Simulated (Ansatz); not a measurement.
# A hypothetical structure for Cs2NiCl4

Starting from a made-up structure for Cs2NiCl4, the aim is the relaxed cell, its shortest contacts and, where a second run follows, its electronic structure.

Method: DFT, PBE, plane-wave PAW, files of the set soft_1, scalar-relativistic, ferromagnetic start, cell and ions relaxed at zero pressure; PAW set soft_1, in Ansatz 0.2.0.

**1. The structure**

Symmetry: I4/mmm, No. 139, tetragonal system. Conventional cell: a = 5.029 Å, b = 5.029 Å, c = 16.598 Å, α = 90.00°, β = 90.00°, γ = 90.00°. Nearest to Cs lie 9 Cl at 3.43 to 3.56 Å. Nearest to Ni lie 6 Cl at 2.51 to 2.53 Å. Nearest to Cl lie 2 Ni at 2.51 Å and 4 Cs at 3.43 Å. Nearest to Cl lie 1 Ni at 2.53 Å and 5 Cs at 3.44 to 3.56 Å. Farther neighbours and most contacts between anions are not listed.

**2. Relaxation of the guess**

The guess takes its coordinates from another compound and its volume from a rule, so the cell and any free coordinates are relaxed together.

input.yaml reads:

```yaml
crystal:
  lattice:
    - [-2.5145, 2.5145, 8.299]
    - [2.5145, -2.5145, 8.299]
    - [2.5145, 2.5145, -8.299]
  atoms:
    - { symbol: Cs, position: [0.3598, 0.3598, 0.0] }
    - { symbol: Cs, position: [0.6402, 0.6402, 0.0] }
    - { symbol: Ni, position: [0.0, 0.0, 0.0], spin: 1.0 }
    - { symbol: Cl, position: [0.0, 0.5, 0.5] }
    - { symbol: Cl, position: [0.5, 0.0, 0.5] }
    - { symbol: Cl, position: [0.1524, 0.1524, 0.0] }
    - { symbol: Cl, position: [0.8476, 0.8476, 0.0] }
magnetization:
  spin_polarized: true
kpoints:
  mp_grid: { grid: [8, 8, 8] }
scf:
  occupations: { method: fermi_dirac, width: 0.05 }
hamiltonian:
  xc: pbe
  pseudopotentials: { kind: paw, azcp: { folder: soft_1 } }
relax:
  f_tol: 0.015
  max_steps: 70
  cell: {}
output:
  forces: true
  stress: true
```

Launch:

```bash
> ansatz run input.yaml --threads 4 --pin off --max-ram 10240MiB --backend cpu --events-out ev --progress --plain --runs-dir out
```

Numbers of over 12 decimals in the logs are rounded to 6 here.

What it wrote:

```text
basis.fft_grid_basis auto: the FFT boxes are laid along the combinations [[1, 0, 1], [0, 1, 1], [0, 0, 1]] of the cell's own vectors, 5.029, 5.029 and 9.029 Å long. The dense box has 36×36×64 points. Along the cell's own vectors, as sized, it would have 64×64×64, 3.16 times as many. Of the 16 symmetry operations that the crystal satisfies within crystal.symmetry.tolerance (time reversal apart; of a slab, those that k [...]
Engine: ansatz 0.2.0, aarch64-unknown-linux-gnu
Pseudopotentials: kind: paw
Pseudopotential: Cs, paw, valence charge 9, recommended cutoff 420 eV (normal), soft_1/Cs.paw.azcp
Pseudopotential: Ni, paw, valence charge 18, recommended cutoff 420 eV (normal), soft_1/Ni.paw.azcp
Pseudopotential: Cl, paw, valence charge 7, recommended cutoff 420 eV (normal), soft_1/Cl.paw.azcp
Functional definition: PBE
  parameter kappa = 0.804
  parameter beta = 0.066725
  exchange = pbe_x(kappa = kappa, mu = beta*pi^2/3)
  correlation = pbe_c(beta = beta)
Crystal: 7 atoms, lattice volume = 209.889 Å³
Basis set: ecut = 420 eV, 4119 PW (Γ), FFT grids on a1+a3, a2+a3, a3, exchange–correlation on 72×72×128 points (8 copies of the dense FFT grid, shifted against one another)
Bands: 40, of which v1, the nominal top of the filled ones, is band 32 counted from 1 (31 counted from 0)
Symmetry: 16 space group operations
Space group: I4/mmm (ITA 139), of the structure as read, at distance tolerance 5.9e-5 Å
Magnetic group: BNS 139.531 (UNI 1191), of the structure as read, at distance tolerance 5.9e-5 Å
k-points: 59 of 512
Non-local potential: Cs, projectors of the file, l = 0: 3, l = 1: 2, l = 2: 2, l = 3: 2
Non-local potential: Ni, projectors of the file, l = 0: 3, l = 1: 2, l = 2: 3, l = 3: 1
Non-local potential: Cl, projectors of the file, l = 0: 2, l = 1: 2, l = 2: 1
PAW form: soft (Blöchl's): semilocal exchange-correlation on the pseudo side does not see the compensation charge
PAW one-centre angular grid: Cs, 194 points (default); XC on 64 Gauss nodes
PAW one-centre angular grid: Ni, 590 points (default); XC on 64 Gauss nodes
PAW one-centre angular grid: Cl, 110 points (default); XC on 64 Gauss nodes
Initial density: superposition of atomic densities (chi_scale 0.1, normalization cell, long waves kept (reshape's long-wave potential 0.12 eV rms))
Starting moments: Σ|m| = 1 μB on 1 of 7 sites
Initial wavefunctions: pseudopotential atomic-orbital guess
Functional: x = pbe(κ = 0.804, μ = 0.219515), c = pbe(β = 0.066725)
SCF iter   1: F=—  HF=-21510.669366 eV  |F-HF|=—  |Δ(HF+E_count)|=         —  Δρ=5.71e-2 (↑4.44e-2 ↓5.71e-2)  dr2=1.91e1  dr2_m=1.42e-1  M=0.934 μB ∫|m|=0.936 μB  β_m=0.30  ethr=3.10e-3  ⟨swp⟩=9.7  Hψ=22891  notcnv=0
Mixer restart at iter 1: flushing history
preconditioner: auto → Kerker (q_TF=auto, 2.238 Å⁻¹)  [metal: Δε(μ)=0.003 eV  Ē_g=9.846 eV  σ=0.050 eV  W_gap=0.02  n_scr=32 (ndim 8)  ℏωp=18.5 eV  f_vac=0.032  D(μ)=3.38/eV (n_scr^D=20)]
spin=Collinear: Kerker preconditioning applied to the charge; magnetization (m = ρ↑ − ρ↓) channel mixes plain (no charge-response kernel on spin).
SCF iter   2: F=—  HF=-21510.033239 eV  |F-HF|=—  |Δ(HF+E_count)|=   6.36e-1  Δρ=1.90e-2 (↑1.40e-2 ↓1.90e-2)  dr2=3.43e0  dr2_m=1.06e-1  M=1.150 μB ∫|m|=1.157 μB  β_m=0.33  ethr=3.10e-3  ⟨swp⟩=3.6  Hψ=11442  notcnv=0  defer=248
SCF iter   3: F=—  HF=-21509.557230 eV  |F-HF|=—  |Δ(HF+E_count)|=   4.76e-1  Δρ=1.29e-2 (↑1.05e-2 ↓1.29e-2)  dr2=1.96e0  dr2_m=7.20e-2  M=1.231 μB ∫|m|=1.241 μB  β_m=0.55  ethr=3.10e-3  ⟨swp⟩=2.7  Hψ=6816  notcnv=0  defer=255
SCF iter   4: F=—  HF=-21509.122685 eV  |F-HF|=—  |Δ(HF+E_count)|=   4.35e-1  Δρ=1.51e-2 (↑3.81e-3 ↓1.51e-2)  dr2=7.44e-1  dr2_m=1.23e-1  M=1.533 μB ∫|m|=1.554 μB  β_m=0.72  ethr=3.06e-3  ⟨swp⟩=3.4  Hψ=9684  notcnv=0  defer=264
SCF iter   5: F=—  HF=-21509.060154 eV  |F-HF|=—  |Δ(HF+E_count)|=   6.25e-2  Δρ=5.74e-3 (↑5.74e-3 ↓5.08e-3)  dr2=1.04e-1  dr2_m=4.75e-2  M=1.901 μB ∫|m|=1.930 μB  β_m=0.89  ethr=1.16e-3  ⟨swp⟩=4.1  Hψ=9851  notcnv=0  defer=277
SCF iter   6: F=—  HF=-21509.047076 eV  |F-HF|=—  |Δ(HF+E_count)|=         —  Δρ=6.68e-3 (↑2.35e-3 ↓6.68e-3)  dr2=3.98e-2  dr2_m=3.57e-2  M=1.985 μB ∫|m|=2.023 μB  β_m=0.89  ethr=1.63e-4  ⟨swp⟩=3.8  Hψ=10288  notcnv=0  defer=281
Mixer restart at iter 6: flushing history
SCF iter   7: F=—  HF=-21509.062873 eV  |F-HF|=—  |Δ(HF+E_count)|=   1.58e-2  Δρ=2.89e-3 (↑2.89e-3 ↓1.59e-3)  dr2=2.15e-2  dr2_m=1.06e-3  M=1.980 μB ∫|m|=2.018 μB  β_m=0.86  ethr=6.22e-5  ⟨swp⟩=2.5  Hψ=9321  notcnv=0  defer=281
SCF iter   8: F=—  HF=-21509.064720 eV  |F-HF|=—  |Δ(HF+E_count)|=   1.85e-3  Δρ=4.69e-3 (↑1.78e-3 ↓4.69e-3)  dr2=5.26e-2  dr2_m=4.59e-3  M=1.960 μB ∫|m|=1.995 μB  β_m=0.67  ethr=3.37e-5  ⟨swp⟩=2.4  Hψ=9982  notcnv=0  defer=289
SCF iter   9: F=—  HF=-21509.051883 eV  |F-HF|=—  |Δ(HF+E_count)|=   1.28e-2  Δρ=4.76e-4 (↑3.05e-4 ↓4.76e-4)  dr2=1.83e-3  dr2_m=3.70e-5  M=1.967 μB ∫|m|=2.003 μB  β_m=0.83  ethr=3.37e-5  ⟨swp⟩=2.1  Hψ=9204  notcnv=0  defer=282
SCF iter  10: F=—  HF=-21509.051998 eV  |F-HF|=—  |Δ(HF+E_count)|=   1.15e-4  Δρ=2.07e-4 (↑1.04e-4 ↓2.07e-4)  dr2=7.97e-4  dr2_m=8.96e-6  M=1.970 μB ∫|m|=2.007 μB  β_m=0.92  ethr=2.85e-6  ⟨swp⟩=2.0  Hψ=6654  notcnv=0  defer=288
SCF iter  11: F=—  HF=-21509.051968 eV  |F-HF|=—  |Δ(HF+E_count)|=   2.92e-5  Δρ=1.87e-4 (↑5.00e-5 ↓1.87e-4)  dr2=1.94e-4  dr2_m=1.41e-5  M=1.970 μB ∫|m|=2.006 μB  β_m=0.96  ethr=1.25e-6  ⟨swp⟩=2.3  Hψ=6961  notcnv=0  defer=290
SCF iter  12: F=—  HF=-21509.051982 eV  |F-HF|=—  |Δ(HF+E_count)|=   1.38e-5  Δρ=7.58e-5 (↑4.20e-5 ↓7.58e-5)  dr2=4.37e-5  dr2_m=7.72e-7  M=1.969 μB ∫|m|=2.005 μB  β_m=0.98  ethr=3.03e-7  ⟨swp⟩=2.1  Hψ=6517  notcnv=0  defer=290
SCF iter  13: F=—  HF=-21509.051972 eV  |F-HF|=—  |Δ(HF+E_count)|=   1.01e-5  Δρ=6.27e-5 (↑1.43e-5 ↓6.27e-5)  dr2=1.36e-5  dr2_m=1.43e-6  M=1.970 μB ∫|m|=2.006 μB  β_m=0.99  ethr=6.82e-8  ⟨swp⟩=2.1  Hψ=7292  notcnv=0  defer=290
SCF iter  14: F=—  HF=-21509.051972 eV  |F-HF|=—  |Δ(HF+E_count)|=   6.35e-7  Δρ=8.14e-6 (↑8.14e-6 ↓5.07e-6)  dr2=5.82e-7  dr2_m=4.18e-8  M=1.970 μB ∫|m|=2.006 μB  β_m=0.99  ethr=2.13e-8  ⟨swp⟩=2.4  Hψ=7215  notcnv=0  defer=290
SCF iter  15: F=—  HF=-21509.051972 eV  |F-HF|=—  |Δ(HF+E_count)|=   3.87e-8  Δρ=5.20e-6 (↑1.35e-6 ↓5.20e-6)  dr2=4.88e-8  dr2_m=1.64e-8  M=1.970 μB ∫|m|=2.006 μB  β_m=1.00  ethr=9.09e-10  ⟨swp⟩=2.0  Hψ=7316  notcnv=0  defer=290
SCF iter  16: F=-21509.051972 eV  HF=-21509.051972 eV  |F-HF|=2.50e-9  |Δ(HF+E_count)|=   1.87e-8  Δρ=7.46e-7 (↑3.07e-7 ↓7.46e-7)  dr2=2.22e-9  dr2_m=2.30e-10  M=1.970 μB ∫|m|=2.006 μB  ethr=7.63e-11  ⟨swp⟩=2.1  Hψ=16110  notcnv=0
[...]
relax step   4: F+E_penalty+E_count = -21509.17860690 eV  Δ(F+E_penalty+E_count) = -3.232e-3 eV  max|allowed force component| = 8.177e-3 eV/Å  Δτ_max = 0.0204 Å  P = +0.016 GPa  Ω = 218.074 Å³  energy of the carried Pulay correction = -5.281e-4 eV  (9 SCF iters, dr2 threshold 1.50e-7 eV, accepted)
[...]
relax step   5: F+E_penalty+E_count = -21509.17941199 eV  Δ(F+E_penalty+E_count) = -8.051e-4 eV  max|allowed force component| = 7.479e-3 eV/Å  Δτ_max = 0.0031 Å  P = -0.008 GPa  Ω = 218.373 Å³  energy of the carried Pulay correction = -5.471e-4 eV  (8 SCF iters, dr2 threshold 3.26e-8 eV, accepted)
Initial wavefunctions: pseudopotential atomic-orbital guess (no wavefunctions were taken with the density)
iter 1 solved again at ethr=6.94e-7 eV; its pass at ethr=3.10e-3 eV (dr2=4.44e-4 eV) is discarded
SCF iter   1: F=—  HF=-21509.173016 eV  |F-HF|=—  |Δ(HF+E_count)|=         —  Δρ=1.45e-4 (↑1.35e-4 ↓1.45e-4)  dr2=7.13e-6  dr2_m=5.09e-6  M=1.970 μB ∫|m|=2.005 μB  β_m=0.65  ethr=6.94e-7  ⟨swp⟩=3.4  Hψ=37186  notcnv=0
preconditioner: auto → Resta (q_TF=auto, 2.224 Å⁻¹)  ε∞=3.6  [insulator: Δε(μ)=0.130 eV  Ē_g=11.554 eV  σ=0.050 eV  W_gap=0.54  n_scr=32 (ndim 8)  ℏωp=18.8 eV  f_vac=0.119  D(μ)=0.54/eV (n_scr^D=0)  ε∞_Penn≈3.6]
spin=Collinear: Resta preconditioning applied to the charge; magnetization (m = ρ↑ − ρ↓) channel mixes plain (no charge-response kernel on spin).
SCF iter   2: F=—  HF=-21509.178973 eV  |F-HF|=—  |Δ(HF+E_count)|=   5.96e-3  Δρ=4.97e-5 (↑4.79e-5 ↓4.97e-5)  dr2=5.49e-7  dr2_m=5.60e-7  M=1.970 μB ∫|m|=2.005 μB  β_m=0.61  ethr=1.11e-8  ⟨swp⟩=2.0  Hψ=8461  notcnv=0
SCF iter   3: F=—  HF=-21509.179903 eV  |F-HF|=—  |Δ(HF+E_count)|=   9.31e-4  Δρ=9.29e-6 (↑9.29e-6 ↓7.93e-6)  dr2=5.56e-8  dr2_m=7.08e-8  M=1.970 μB ∫|m|=2.005 μB  β_m=0.66  ethr=8.57e-10  ⟨swp⟩=2.0  Hψ=8535  notcnv=0
SCF iter   4: F=—  HF=-21509.179914 eV  |F-HF|=—  |Δ(HF+E_count)|=   1.05e-5  Δρ=1.18e-5 (↑3.48e-6 ↓1.18e-5)  dr2=2.15e-7  dr2_m=7.73e-8  M=1.970 μB ∫|m|=2.005 μB  β_m=0.83  ethr=8.69e-11  ⟨swp⟩=2.0  Hψ=8535  notcnv=0
SCF iter   5: F=—  HF=-21509.179918 eV  |F-HF|=—  |Δ(HF+E_count)|=   3.67e-6  Δρ=5.01e-6 (↑5.01e-6 ↓4.53e-6)  dr2=1.80e-8  dr2_m=3.64e-8  M=1.970 μB ∫|m|=2.005 μB  β_m=0.91  ethr=8.69e-11  ⟨swp⟩=3.0  Hψ=10403  notcnv=0
SCF iter   6: F=—  HF=-21509.179919 eV  |F-HF|=—  |Δ(HF+E_count)|=   1.04e-6  Δρ=3.51e-6 (↑1.58e-6 ↓3.51e-6)  dr2=3.41e-8  dr2_m=2.16e-9  M=1.971 μB ∫|m|=2.005 μB  β_m=0.92  ethr=2.82e-11  ⟨swp⟩=3.0  Hψ=10422  notcnv=0
SCF iter   7: F=—  HF=-21509.179919 eV  |F-HF|=—  |Δ(HF+E_count)|=   2.45e-8  Δρ=9.85e-7 (↑4.30e-7 ↓9.85e-7)  dr2=2.94e-9  dr2_m=1.83e-10  M=1.971 μB ∫|m|=2.005 μB  β_m=0.89  ethr=2.82e-11  ⟨swp⟩=2.0  Hψ=8540  notcnv=0
SCF iter   8: F=—  HF=-21509.179902 eV  |F-HF|=—  |Δ(HF+E_count)|=   1.65e-5  Δρ=5.38e-7 (↑3.46e-7 ↓5.38e-7)  dr2=6.24e-10  dr2_m=2.86e-10  M=1.971 μB ∫|m|=2.005 μB  β_m=0.95  ethr=4.60e-12  ⟨swp⟩=3.0  Hψ=11116  notcnv=0
SCF iter   9: F=—  HF=-21509.179902 eV  |F-HF|=—  |Δ(HF+E_count)|=  7.06e-10  Δρ=5.32e-7 (↑3.33e-7 ↓5.32e-7)  dr2=6.19e-10  dr2_m=2.79e-10  M=1.971 μB ∫|m|=2.005 μB  β_m=0.97  ethr=1.00e-12  ⟨swp⟩=1.1  Hψ=4775  notcnv=0
SCF iter  10: F=—  HF=-21509.179902 eV  |F-HF|=—  |Δ(HF+E_count)|=   3.12e-9  Δρ=5.00e-7 (↑3.00e-7 ↓5.00e-7)  dr2=4.53e-10  dr2_m=2.40e-10  M=1.971 μB ∫|m|=2.005 μB  β_m=0.81  ethr=1.00e-12  ⟨swp⟩=2.2  Hψ=6843  notcnv=0
SCF iter  11: F=—  HF=-21509.179902 eV  |F-HF|=—  |Δ(HF+E_count)|=   3.14e-9  Δρ=4.21e-7 (↑2.62e-7 ↓4.21e-7)  dr2=3.36e-10  dr2_m=1.75e-10  M=1.971 μB ∫|m|=2.005 μB  β_m=0.90  ethr=1.00e-12  ⟨swp⟩=2.1  Hψ=6148  notcnv=0
SCF iter  12: F=—  HF=-21509.179902 eV  |F-HF|=—  |Δ(HF+E_count)|=   2.42e-9  Δρ=3.79e-7 (↑2.27e-7 ↓3.79e-7)  dr2=2.61e-10  dr2_m=1.35e-10  M=1.971 μB ∫|m|=2.005 μB  β_m=0.95  ethr=1.00e-12  ⟨swp⟩=1.3  Hψ=4840  notcnv=0
SCF iter  13: F=-21509.179902 eV  HF=-21509.179902 eV  |F-HF|=2.91e-11  |Δ(HF+E_count)|=   7.52e-9  Δρ=1.20e-7 (↑7.84e-8 ↓1.20e-7)  dr2=5.39e-11  dr2_m=2.41e-12  M=1.971 μB ∫|m|=2.005 μB  ethr=1.00e-12  ⟨swp⟩=3.3  Hψ=19624  notcnv=0
SCF 6 converged in 13 iterations: F = -21509.179902 eV  dr2 = 5.39e-11
relax step   6: F+E_penalty+E_count = -21509.17990222 eV  Δ(F+E_penalty+E_count) = -4.902e-4 eV  max|allowed force component| = 7.473e-3 eV/Å  Δτ_max = 0.0000 Å  P = -0.010 GPa  Ω = 218.373 Å³  stress off target by 2.83e-2 GPa  SCF on the basis re-selected at this cell (its energy is not comparable with the rows above)  (13 SCF iters)
basis re-selected at this cell: Δ(F+E_penalty+E_count) = -4.902e-4 eV, ΔP = -0.002 GPa vs the last step (what re-selecting the basis moved, of the pressure what is left beyond the Pulay correction that the steps carried, after the strain that the cell walked since its last selection, with what the two solves' SCF thresholds leave and, on support functions, any second-order correction that the steps lacked; it is no m [...]
SCF converged after 13 iterations
Magnetization: 1.9705 μB (32.9853 up, 31.0147 down)
Absolute magnetization: 2.0012 μB (∫|ρ↑−ρ↓|, with the PAW one-centre terms)
Spin contamination: 0.0041 ħ² per cell (⟨S²⟩ above its minimum at these occupations)
Per-site moments (μB) at R_I (Å): [(0.000930131, 1.443774), (0.000930131, 1.443774), (1.528828, 0.980481), (0.105530, 1.050346), (0.105530, 1.050346), (0.060555, 0.980481), (0.060555, 0.980481)]
Free energy (F): -21509.179902 eV
Harris-Foulkes:  -21509.179902 eV  (|F-HF|=2.91e-11)
Internal energy: -21509.174330 eV  (E = F + TS)
E sigma→0 (E₀):  -21509.177116 eV
Entropy (-TS):   -0.005572 eV (-0.796 meV/atom)
Fermi energy:    3.588694 eV
--- Per-component energies (eV) ---
  E_band       = -694.011799
  E_kinetic    = 1231.572321
  E_local      = -7872.675549  (includes V_loc(G=0)·N_el)
  E_nonlocal   = 57.636242
  E_hartree    = 3700.443156
  E_xc         = -900.985217
  E_vxc        = -885.513346  (∫ρ·V_xc dr)
  E_paw        = -14415.476503  (= ΣΔE_a)
  E_vpaw       = -625.918373  (= ΣTr[D̂ρ^β])
  E_aug_tail   = 0.001342  (compensation charges beyond the density's cutoff)
  E_ewald      = -3309.690122
  E_smearing   = -0.005572  (= −TS)
  E_closure    = 0.000000  (closes the sum)
  Σ components = -21509.179902   (vs F -21509.179902, Δ=0.00e0)
--- Forces (eV/Å), atoms counted from 1 ---
  atom   1  Cs     0.00000000     0.00000000     0.00618278
  atom   2  Cs     0.00000000    -0.00000000    -0.00618278
  atom   3  Ni     0.00000000     0.00000000    -0.00000000
  atom   4  Cl    -0.00000000     0.00000000    -0.00000000
  atom   5  Cl     0.00000000    -0.00000000    -0.00000000
  atom   6  Cl     0.00000000     0.00000000     0.00747297
  atom   7  Cl     0.00000000    -0.00000000    -0.00747297
  max |Σ_I F_I| component: 5.20e-18 eV/Å
--- Stress (GPa, compression-positive) ---
       -0.000286       0.000000       0.000000
        0.000000      -0.000286       0.000000
        0.000000      -0.000000      -0.028284
  P = ⅓ Tr σ = -0.0096 GPa (-0.096 kbar)
--- Relaxed structure (5 steps of the walk, 5 accepted, 1 SCFs on fresh bases) ---
  F+E_penalty+E_count = -21509.17990222 eV   max|allowed force component| = 7.473e-3 eV/Å   (the final SCF, on the basis selected at the relaxed cell)
  cell:  # Å, volume = 218.3727 Å³
    - [-2.546294, 2.546294, 8.420176]
    - [2.546294, -2.546294, 8.420176]
    - [2.546294, 2.546294, -8.420176]
  atoms:
    - { symbol: Cs, position: [0.357401, 0.357401, 0] }
    - { symbol: Cs, position: [0.642599, 0.642599, 0] }
    - { symbol: Ni, position: [1.7170158172011476e-19, 1.717015817201143e-19, 0] }
    - { symbol: Cl, position: [1.717015817201151e-19, 0.500000, 0.500000] }
    - { symbol: Cl, position: [0.500000, 1.7170158172011448e-19, 0.500000] }
    - { symbol: Cl, position: [0.141145, 0.141145, 0] }
    - { symbol: Cl, position: [0.858855, 0.858855, 0] }
```

Run time: 2.3 min. Hardware: 4 threads of Arm Neoverse V1, shared host; peak memory 1 GiB.

Step by step:

| step | energy less that of the first step (eV) | largest force component (eV/Å) | pressure (GPa) | volume (Å³) |
| --- | --- | --- | --- | --- |
| 1 | 0.0000 | 0.5873 | 0.20 | 209.89 |
| 2 | -0.1005 | 0.2668 | -0.02 | 213.49 |
| 3 | -0.1234 | 0.0383 | 0.12 | 216.24 |
| 4 | -0.1266 | 0.0082 | 0.02 | 218.07 |
| 5 | -0.1274 | 0.0075 | -0.01 | 218.37 |
| 6* | -0.1279 | 0.0075 | -0.01 | 218.37 |

Relaxation steps marked * repeat the geometry before them on a plane-wave basis chosen anew for their cell, so energy and pressure can jump there.

Forces are held to the 16 operations that the run works with; a distortion that breaks them can't arise in this run.

| conventional cell, symmetrised | before | after | change |
| --- | --- | --- | --- |
| a (Å) | 5.029 | 5.093 | +1.3 % |
| b (Å) | 5.029 | 5.093 | +1.3 % |
| c (Å) | 16.598 | 16.840 | +1.5 % |
| volume (Å³/atom) | 29.98 | 31.20 | +4.0 % |

The atoms that moved most (Å, as changes of fractional coordinates times the final cell):

| atom | dx | dy | dz | length |
| --- | --- | --- | --- | --- |
| Cl6 | 0.000 | 0.000 | -0.190 | 0.190 |
| Cl7 | 0.000 | 0.000 | 0.190 | 0.190 |
| Cs1 | 0.000 | 0.000 | -0.040 | 0.040 |
| Cs2 | 0.000 | 0.000 | 0.040 | 0.040 |

The relaxed structure:

```
Cs Ni Cl
1.0
    -2.54629    2.54629    8.42018
     2.54629   -2.54629    8.42018
     2.54629    2.54629   -8.42018
Cs Ni Cl
2 1 4
Direct
  0.35740 0.35740 0.00000
  0.64260 0.64260 0.00000
  0.00000 0.00000 0.00000
  0.00000 0.50000 0.50000
  0.50000 0.00000 0.50000
  0.14114 0.14114 0.00000
  0.85886 0.85886 0.00000
```

This step gave:

| Item | Value |
| --- | --- |
| free energy | -21509.1799 eV |
| energy at zero smearing | -21509.1771 eV |
| smearing term TS | 0.005572 eV |
| Fermi energy | 3.589 eV |
| gap by band count | 0.1317 eV |
| magnetization | 1.971 μB |
| absolute magnetization | 2.001 μB |
| site moments | 9.30e-4, 9.30e-4, 1.529, 0.1055, 0.1055, 0.06055, 0.06055 μB |
| electrons | 64 |
| symmetry operations | 16 |
| pressure | -0.009619 GPa |

Site moment by atom:

| atom | site moment (μB) |
| --- | --- |
| Cs1 | 0.00 |
| Cs2 | 0.00 |
| Ni3 | 1.53 |
| Cl4 | 0.11 |
| Cl5 | 0.11 |
| Cl6 | 0.06 |
| Cl7 | 0.06 |

The shortest distance of each pair, which need not be the same contact before and after:

| pair | guess (Å) | relaxed (Å) |
| --- | --- | --- |
| Cl–Ni | 2.514 | 2.377 |
| Cl–Cl | 3.556 | 3.483 |
| Cl–Cs | 3.426 | 3.500 |
| Cs–Ni | 4.250 | 4.328 |
| Cs–Cs | 4.654 | 4.803 |

The relaxation ends with a largest force component of 0.0075 eV/Å and a pressure of -0.01 GPa.

**3. Results**

| Property | Result |
| --- | --- |
| space group, relaxed | I4/mmm |
| conventional cell | a = 5.093, b = 5.093, c = 16.840 Å; α = 90.0°, β = 90.0°, γ = 90.0° |
| volume per atom | 31.20 Å³ (guess 29.98) |
| total moment | 1.97 μB in the cell of 7 atoms |

Cs2NiCl4 relaxes to I4/mmm with a = 5.093, b = 5.093 and c = 16.840 Å. The guessed volume was 4 % too small. The space group I4/mmm was held in the relaxation, so the end point is a stationary structure within it and may be a saddle against distortions or other arrangements. The input starts from parallel moments, and no other start was typed. Mesh and cutoff weren't tested. Spin-orbit coupling is left out, which can matter for elements this heavy. No dispersion term is used, so weakly bound directions may come out too long. Nothing here tests whether the compound is stable against decomposition.

[Logs are printed without paths, hosts, clocks, repeated set-up lines and the standing remarks that a program may print on its own settings, such as how far it seeks lower states.]

[Hosts, paths, dates, database ids (printed as entryN), source tags and the programs' standing remarks are cut or masked in the printed files.]
